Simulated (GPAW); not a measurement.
Records of electronic-structure calculations.

```cif
data_sno2
_symmetry_space_group_name_H-M 'P4_2/mnm'
_symmetry_Int_Tables_number 136
_cell_length_a 4.7380
_cell_length_b 4.7380
_cell_length_c 3.1865
_cell_angle_alpha 90.000
_cell_angle_beta 90.000
_cell_angle_gamma 90.000
_cell_volume 71.53
loop_
_atom_site_label
_atom_site_type_symbol
_atom_site_symmetry_multiplicity
_atom_site_Wyckoff_symbol
_atom_site_fract_x
_atom_site_fract_y
_atom_site_fract_z
_atom_site_occupancy
Sn1 Sn 2 a 0.00000 0.00000 0.00000 1
O1 O 4 f 0.30710 0.30710 0.00000 1
_calc_subject 'SnO2 (Cassiterite): G0W0 with GPAW, start to end'
_calc_method 'DFT, PBE, plane waves, PAW (and 1 further level or step)'
_calc_program 'GPAW 26.7.0'
_calc_settings_of_one_run 'cutoff 600 eV, GPAW PAW setups 1.2.1 data release, 4×4×6 k-mesh, nbands 469'
_calc_cost '4 runs, 6 min in all on 8 MPI ranks of Arm Neoverse V2, shared host (the runs of this entry)'
_calc_notes 'The cell and positions come from the Crystallography Open Database and are kept as given unless a step says otherwise. Limits: no spin-orbit coupling. Bands and cutoff are finite, so the gap is not at the basis limit. The miss can reach some tenths of an eV and take either sign; the mesh is an error of its own.'
_calc_pbe_gap '1.31 eV, direct'
_calc_g0w0_gap_on_the_mesh '3.08 eV'
_calc_gw_settings '4×4×6 mesh, 213 bands, screening to 120 eV, Godby-Needs plasmon pole'
_calc_known_limits 'not at the basis limit; no spin-orbit coupling'
```

[Paths, hosts, dates, memory and timing lines, banners, echoed tables and standing remarks are left out of the program output.]

[Logs are printed without paths, hosts, clocks, repeated set-up lines and the standing remarks that a program may print on its own settings, such as how far it seeks lower states.]

[Runs of the session that timed out or met a known fault of the program may be left out.]

[Hosts, paths, dates, database ids (printed as entryN), source tags and the programs' standing remarks are cut or masked in the printed files.]
